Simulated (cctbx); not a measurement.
# A disordered crystal of nominal HoErCr9Si3

Cell a = 3.8750 Å, b = 9.9880 Å, c = 9.9460 Å, α = 90.00°, β = 90.00°, γ = 90.00°; space group Amm2 (no. 38); nominal formula HoErCr9Si3.

Simulated single-crystal data (cctbx): Mo Kα, λ = 0.71073 Å, to d = 0.65 Å, 50 % of the full sphere, strongest reflection 20000 counts, noise from counting, a 1.5 % proportional error and a noise floor of 4 counts (s.d.); no absorption.

With every site full:

```text
Rint 0.024, 757 unique reflections to 0.65 A
cycle     R1     wR2    GooF  max shift (A)
   1  0.0833  0.1616   4.334   0.00680
   2  0.0198  0.0406   1.090   0.00048
final R1 0.0198 wR2 0.0406 GooF 1.090  parameters 46  data/parameter 16.5
atom        x        y        z      Ueq    occ   su(xyz)  su(Uiso or U11)
Er1    0.50000  0.00000  0.00715   0.0124  1.000  0.00006  0.0002
Ho1    0.00000  0.00000  0.49562   0.0156  1.000  0.00009  0.0002
Cr2    0.50000  0.00000  0.28586   0.0168  1.000  0.00023  0.0011
Cr3    0.00000  0.87725  0.21686   0.0098  1.000  0.00019  0.0006
Cr4    0.00000  0.12576  0.78146   0.0211  1.000  0.00026  0.0009
Cr5    0.50000  0.21903  0.36580   0.0180  1.000  0.00020  0.0009
Cr6    0.50000  0.77299  0.63439   0.0214  1.000  0.00025  0.0009
Si1    0.00000  0.27894  0.50091   0.0221  1.000  0.00040  0.0009
Si2    0.50000  0.00000  0.72467   0.0206  1.000  0.00046  0.0022
difference map: max 1.05 min -1.41 rms 0.22
Q1    0.0000  0.1265  0.2599    4    1.08  0.43 A from Cr3
Q2    0.0000  0.1332  0.8294    4    0.96  0.48 A from Cr4
Q3    0.0000  0.1444  0.1823    4    0.90  0.41 A from Cr3
Q4    0.0000  0.1347  0.7545    4    0.77  0.28 A from Cr4
Q5    0.5000  0.0486  0.6207    4    0.72  1.14 A from Si2
Q6    0.5000  0.1208  0.2334    4    0.72  1.31 A from Cr2
```

With the occupancies of the suspect sites free, each still typed as its main element:

```text
Rint 0.024, 757 unique reflections to 0.65 A
cycle     R1     wR2    GooF  max shift (A)
   1  0.0625  0.1350   3.625   0.00025
  17  0.0178  0.0359   0.964   0.00003
final R1 0.0178 wR2 0.0359 GooF 0.963  parameters 48  data/parameter 15.8
atom        x        y        z      Ueq    occ   su(xyz)  su(Uiso or U11)
Er1    0.50000  0.00000  0.00715   0.0128  1.000  0.00005  0.0001
Ho1    0.00000  0.00000  0.49562   0.0148  0.970  0.00008  0.0002
Cr2    0.50000  0.00000  0.28587   0.0171  1.000  0.00020  0.0009
Cr3    0.00000  0.87725  0.21684   0.0110  1.024  0.00017  0.0006
Cr4    0.00000  0.12571  0.78137   0.0216  1.000  0.00023  0.0008
Cr5    0.50000  0.21907  0.36582   0.0184  1.000  0.00018  0.0008
Cr6    0.50000  0.77304  0.63439   0.0219  1.000  0.00022  0.0008
Si1    0.00000  0.27896  0.50099   0.0225  1.000  0.00036  0.0008
Si2    0.50000  0.00000  0.72478   0.0210  1.000  0.00041  0.0019
su of occupancy Ho1: 0.003
su of occupancy Cr3: 0.006
difference map: max 0.63 min -0.76 rms 0.18
Q1    0.1038  0.1515  0.1659    8    0.66  0.71 A from Cr3
Q2    0.2811  0.0921  0.2054    8    0.65  1.14 A from Cr3
Q3    0.2824  0.0977  0.2950    8    0.63  1.29 A from Cr2
Q4    0.5000  0.0485  0.6253    4    0.63  1.10 A from Si2
Q5    0.1970  0.2012  0.6468    8    0.62  1.21 A from Cr6
Q6    0.5000  0.1287  0.6657    4    0.62  1.03 A from Cr6
```

**Question.** What is the disorder?

X-rays count electrons. Ho1 refines to 0.970(0.003), or 65.0 electrons; the site truly holds 0.95 Ho and 0.05 Cr, 64.8 electrons, which is 0.968 of Ho; Cr3 refines to 1.024(0.006), or 24.6 electrons; the site truly holds 0.975 Cr and 0.025 Ho, 25.1 electrons, which is 1.045 of Cr. A value under 1 can't tell vacancies from a lighter guest, and one over 1 needs a heavier guest; chemistry or a second radiation must settle which. Occupancy correlates with U and the scale, and the two elements' form factors differ in shape, so the match is approximate.

Freeing them takes R1 from 0.0198 to 0.0178 and GooF from 1.09 to 0.96.

The model was made for the exercise: a known structure type with other elements put in, its volume estimated, not relaxed; displacement parameters are assumed.

[Middle refinement cycles are left out of these outputs.]

[Logs are printed without paths, hosts, clocks, repeated set-up lines and the standing remarks that a program may print on its own settings, such as how far it seeks lower states.]
